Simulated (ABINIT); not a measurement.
# Quasiparticle gap of LiHF2 (R-3m) in ABINIT

How does a plane-wave GW calculation on LiHF2 (R-3m) run from the first input to the gap?

Method: LDA and many-body steps on it, plane waves, in ABINIT 10.8.3.

### Step 1. Set-up

Symmetry: R-3m, No. 166, trigonal system. The conventional cell has a = 2.934 Å, b = 2.934 Å, c = 13.100 Å, α = 90.00°, β = 90.00°, γ = 120.00°. Li has 6 F at 1.99 Å nearest. H has 2 F at 1.14 Å nearest. Nearest to F lie 1 H at 1.14 Å and 3 Li at 1.99 Å. Farther neighbours and most contacts between anions are not listed.

The cell and positions are those that the Materials Project relaxed with its own functionals (PBE, PBE+U or r2SCAN), kept fixed.

### Step 2. Ground state

This step: ABINIT 10.8.3; DFT, LDA, plane waves, norm-conserving pseudopotentials.

The ground-state density comes first.

Input file run.abi:

```
acell 3*1.0 Angstrom
rprim 
  1.466983587415 0.846963369091 4.366688724100
  -1.466983587415 0.846963369091 4.366688724100
  -0.000000000000 -1.693926738182 4.366688724100
ntypat 3
znucl 3 1 9
natom 4
typat 1 2 3 3
xred 
  0.000000000000 0.000000000000 0.000000000000
  0.500000000000 0.500000000000 0.500000000000
  0.413301880000 0.413301880000 0.413301880000
  0.586698120000 0.586698120000 0.586698120000
pp_dirpath "pseudos"
pseudos "Li.upf, H.upf, F.upf"
ecut 36
ngkpt 8 8 8
nshiftk 1
shiftk 0 0 0
kptopt 1
chksymbreak 0
nband 15
occopt 1
tolvrs 1e-10
nstep 60
prtwf 0
optforces 0
optstress 0
indata_prefix "in"
outdata_prefix "out"
tmpdata_prefix "tmp"
```

Started as:

```bash
> OMP_NUM_THREADS=1 mpirun -n 4 abinit run.abi > log
```

Numbers of over 12 decimals in the logs are rounded to 6 here.

What it wrote:

```text
.Version 10.8.3 of ABINIT. v10.8.2 released Aug 2026.

 Symmetries : space group R-3 m (#166); Bravais hR (rhombohedral)
================================================================================
 Values of the parameters that define the memory need of the present run
     intxc =       0    ionmov =       0      iscf =       7    lmnmax =       5
     lnmax =       5     mgfft =      48  mpssoang =       3    mqgrid =    3001
     natom =       4  nloc_mem =       1    nspden =       1   nspinor =       1
    nsppol =       1      nsym =      12    n1xccc =    2501    ntypat =       3
    occopt =       1   xclevel =       1
-    mband =          15        mffmem =           1         mkmem =          17
       mpw =        2295          nfft =      110592          nkpt =          65
================================================================================
  Rough estimation (10% accuracy) of disk space for files :
================================================================================

--------------------------------------------------------------------------------
------------- Echo of variables that govern the present computation ------------
--------------------------------------------------------------------------------
 -outvars: echo values of preprocessed input variables --------
            acell      1.8897261259E+00  1.8897261259E+00  1.8897261259E+00 Bohr

      chksymbreak           0
             ecut      3.60000000E+01 Hartree
-          fftalg         312

              ixc       -1012
              kpt      0.00000000E+00  0.00000000E+00  0.00000000E+00
                       1.25000000E-01  0.00000000E+00  0.00000000E+00
                       2.50000000E-01  0.00000000E+00  0.00000000E+00
                       3.75000000E-01  0.00000000E+00  0.00000000E+00
                       5.00000000E-01  0.00000000E+00  0.00000000E+00
                       1.25000000E-01  1.25000000E-01  0.00000000E+00
                       2.50000000E-01  1.25000000E-01  0.00000000E+00
                       3.75000000E-01  1.25000000E-01  0.00000000E+00
                       5.00000000E-01  1.25000000E-01  0.00000000E+00
   [... 39 further rows ...]
                       5.00000000E-01  2.50000000E-01  2.50000000E-01
                      -3.75000000E-01  2.50000000E-01  2.50000000E-01
                       outvar_i_n : Printing only first  50 k-points.
         kptrlatt        8    0    0      0    8    0      0    0    8
          kptrlen      4.43551554E+01
P           mkmem          17
            natom           4
            nband          15
            ngfft          48      48      48
             nkpt          65
            nstep          60
             nsym          12
           ntypat           3
              occ      2.000000  2.000000  2.000000  2.000000  2.000000  2.000000
                       2.000000  2.000000  2.000000  0.000000  0.000000  0.000000
[...]
optforces           0
        optstress           0
            prtwf           0
            rprim      1.4669835874E+00  8.4696336909E-01  4.3666887241E+00
[...]
spgroup         166

           tolvrs      1.00000000E-10

             xred      0.0000000000E+00  0.0000000000E+00  0.0000000000E+00
[...]
znucl        3.00000    1.00000    9.00000

================================================================================

 chkinp: Checking input parameters for consistency.

================================================================================
== DATASET  1 ==================================================================
-   mpi_nproc: 4, omp_nthreads: 1 (-1 if OMP is not activated)

--- !DatasetInfo
iteration_state: {dtset: 1, }
dimensions: {natom: 4, nkpt: 65, mband: 15, nsppol: 1, nspinor: 1, nspden: 1, mpw: 2295, }
cutoff_energies: {ecut:  36.0, pawecutdg:  -1.0, }
electrons: {nelect:   1.80000000E+01, charge:   0.00000000E+00, occopt:   1.00000000E+00, tsmear:   1.00000000E-02, }

 Real(R)+Recip(G) space primitive vectors, cartesian coordinates (Bohr,Bohr^-1):
 R(1)=  2.7721972  1.6005288  8.2518458  G(1)=  0.1803623  0.1041323  0.0403950
 R(2)= -2.7721972  1.6005288  8.2518458  G(2)= -0.1803623  0.1041323  0.0403950
 R(3)=  0.0000000 -3.2010576  8.2518458  G(3)=  0.0000000 -0.2082645  0.0403950
 Unit cell volume ucvol=  2.1967972E+02 bohr^3
 Angles (23,13,12)=  3.65053538E+01  3.65053538E+01  3.65053538E+01 degrees

 getcut: wavevector=  0.0000  0.0000  0.0000  ngfft=  48  48  48
         ecut(hartree)=     36.000   => boxcut(ratio)=   2.00844

--- Pseudopotential description ------------------------------------------------
- Li Generated using ONCVPSP code by D. R. Hamann
-  3.00000   3.00000  180309                  znucl, zion, pspdat
12 -1012 1 -1 1944                            pspcod,pspxc,lmax,lloc,mmax
     nproj     2     2     0
  pspatm : epsatm=    2.61415252
         --- l  ekb(1:nproj) -->
[...]
pspatm: atomic psp has been read  and splines computed

- H Generated using ONCVPSP code by D. R. Hamann
-  1.00000   1.00000  180309                  znucl, zion, pspdat
12 -1012 1 -1 1180                            pspcod,pspxc,lmax,lloc,mmax
     nproj     2     1     0
  pspatm : epsatm=    0.35439867
         --- l  ekb(1:nproj) -->
[...]
1   -0.275071
 pspatm: atomic psp has been read  and splines computed

- F Generated using ONCVPSP code by D. R. Hamann
-  9.00000   7.00000  201202                  znucl, zion, pspdat
12 -1012 2 -1 824                             pspcod,pspxc,lmax,lloc,mmax
     nproj     2     2     1
  pspatm : epsatm=    4.94580260
         --- l  ekb(1:nproj) -->
[...]
2   -2.364936
 pspatm: atomic psp has been read  and splines computed

   2.31482815E+02                                ecore*ucvol(ha*bohr**3)
--------------------------------------------------------------------------------

_setup2: Arith. and geom. avg. npw (full set) are    2266.322    2266.297

================================================================================

--- !BeginCycle
iteration_state: {dtset: 1, }
solver: {iscf: 7, nstep: 60, nline: 4, wfoptalg: 0, }
tolerances: {tolvrs: 1.00E-10, }

     iter   Etot(hartree)      deltaE(h)  residm     vres2
 ETOT  1  -56.940477009742    -5.694E+01 6.753E-02 5.208E+02
 ETOT  2  -56.976643871723    -3.617E-02 1.106E-02 2.476E+02
 ETOT  3  -57.023454487339    -4.681E-02 7.004E-03 1.474E+01
 ETOT  4  -57.024521615170    -1.067E-03 1.451E-03 3.646E-01
 ETOT  5  -57.024530199311    -8.584E-06 1.285E-03 5.086E-03
 ETOT  6  -57.024530616472    -4.172E-07 4.249E-04 7.104E-05
 ETOT  7  -57.024530622123    -5.650E-09 2.788E-04 1.675E-06
 ETOT  8  -57.024530622181    -5.787E-11 2.917E-04 8.737E-08
 ETOT  9  -57.024530622187    -6.636E-12 1.363E-04 1.979E-10
 ETOT 10  -57.024530622183     4.320E-12 9.746E-05 5.782E-12

 At SCF step   10       vres2   =  5.78E-12 < tolvrs=  1.00E-10 =>converged.

--- !ResultsGS
iteration_state: {dtset: 1, }
comment   : Summary of ground state results
lattice_vectors:
- [  2.7721972,   1.6005288,   8.2518458, ]
- [ -2.7721972,   1.6005288,   8.2518458, ]
- [ -0.0000000,  -3.2010576,   8.2518458, ]
lattice_lengths: [   8.85097,    8.85097,    8.85097, ]
lattice_angles: [ 36.505,  36.505,  36.505, ] # degrees, (23, 13, 12)
lattice_volume:   2.1967972E+02
convergence: {deltae:  4.320E-12, res2:  5.782E-12, residm:  9.746E-05, diffor:  0.000E+00, }
etotal    :  -5.70245306E+01
entropy   :   0.00000000E+00
fermie    :  -1.01567084E-01
cartesian_stress_tensor: null
pressure_GPa: null
xred      :
- [  0.0000E+00,   0.0000E+00,   0.0000E+00, Li]
- [  5.0000E-01,   5.0000E-01,   5.0000E-01,  H]
- [  4.1330E-01,   4.1330E-01,   4.1330E-01,  F]
- [  5.8670E-01,   5.8670E-01,   5.8670E-01,  F]
cartesian_forces: null
force_length_stats: {min: null, max: null, mean: null, }

 Integrated electronic density in atomic spheres:
 ------------------------------------------------
 Atom  Sphere_radius  Integrated_density
[...]
4        2.00000          7.13239237
================================================================================

 ----iterations are completed or convergence reached----

 Mean square residual over all n,k,spin=   32.743E-08; max=  97.459E-06
 reduced coordinates (array xred) for    4 atoms
       0.000000000000      0.000000000000      0.000000000000
       0.500000000000      0.500000000000      0.500000000000
       0.413301880000      0.413301880000      0.413301880000
       0.586698120000      0.586698120000      0.586698120000
 rms dE/dt=  0.0000E+00; max dE/dt=  0.0000E+00; dE/dt below (all hartree)
    1       0.000000000000      0.000000000000      0.000000000000
    2       0.000000000000      0.000000000000      0.000000000000
    3       0.000000000000      0.000000000000      0.000000000000
    4       0.000000000000      0.000000000000      0.000000000000

 cartesian coordinates (angstrom) at end:
    1      0.000000     0.000000     0.000000
    2     -0.000000    -0.000000     6.550033
    3     -0.000000     0.000000     5.414282
    4     -0.000000     0.000000     7.685784
 length scales=  1.889726125908  1.889726125908  1.889726125908 bohr
              =  1.000000000000  1.000000000000  1.000000000000 angstroms
 prteigrs : about to open file out_EIG
 Fermi (or HOMO) energy (hartree) =  -0.10157   Average Vxc (hartree)=  -0.36686
 Eigenvalues (hartree) for nkpt=  65  k points:
 kpt#   1, nband= 15, wtk=  0.00195, kpt=  0.0000  0.0000  0.0000 (reduced coord)
  -1.54511   -0.86242   -0.80642   -0.31406   -0.11654   -0.11654   -0.11380   -0.10904
  -0.10904    0.19618    0.36890    0.51640    0.58138    0.63051    0.63051
 prteigrs : prtvol=0 or 1, do not print more k-points.

--- !EnergyTerms
iteration_state     : {dtset: 1, }
comment             : Components of total free energy in Hartree
kinetic             :  3.80916663956128E+01
hartree             :  1.74391764004877E+01
xc                  : -1.28042548776419E+01
Ewald energy        : -3.43368924625238E+01
psp_core            :  1.05372864235170E+00
local_psp           : -5.64306308917523E+01
non_local_psp       : -1.00373238287172E+01
total_energy        : -5.70245306221831E+01
total_energy_eV     : -1.55171652825600E+03
band_energy         : -8.39545649691816E+00

== END DATASET(S) ==============================================================
================================================================================

 -outvars: echo values of variables after computation  --------
           etotal     -5.7024530622E+01
            nband          15
             nkpt          65
          spgroup         166
 [... the other variables as echoed above ...]

 Calculation completed.
```

Wall time 25 s (4 MPI ranks of Intel Xeon Platinum 8488C (Sapphire Rapids), shared host); peak memory 0.39 GiB; 1.7 min of CPU time.

This step gave:

```yaml
total_energy: -1551.7165 eV
gap: 8.102 eV
k_of_the_valence_top: 0.5, 0.5, 0.5
k_of_the_conduction_bottom: 0, 0, 0
least_direct_gap: 8.305 eV
```

The gap is indirect, with the least direct gap 0.20 eV higher.

(Continued in part 2 of 3.)

[Paths, hosts, dates, memory and timing lines, banners, echoed tables and standing remarks are left out of the program output.]

[Logs are printed without paths, hosts, clocks, repeated set-up lines and the standing remarks that a program may print on its own settings, such as how far it seeks lower states.]

[Runs of the session that timed out or met a known fault of the program may be left out.]

[Hosts, paths, dates, database ids (printed as entryN), source tags and the programs' standing remarks are cut or masked in the printed files.]

[G0W0 gaps are taken among the corrected bands and points alone; a level outside them can change the order at an edge.]

[Where Ansatz stands beside ABINIT at settings called matched, ABINIT's density can come from a denser mesh and the files from another edition; pairs whose starting gaps differed by over 0.03 eV were left out, so agreement reads better than it is.]
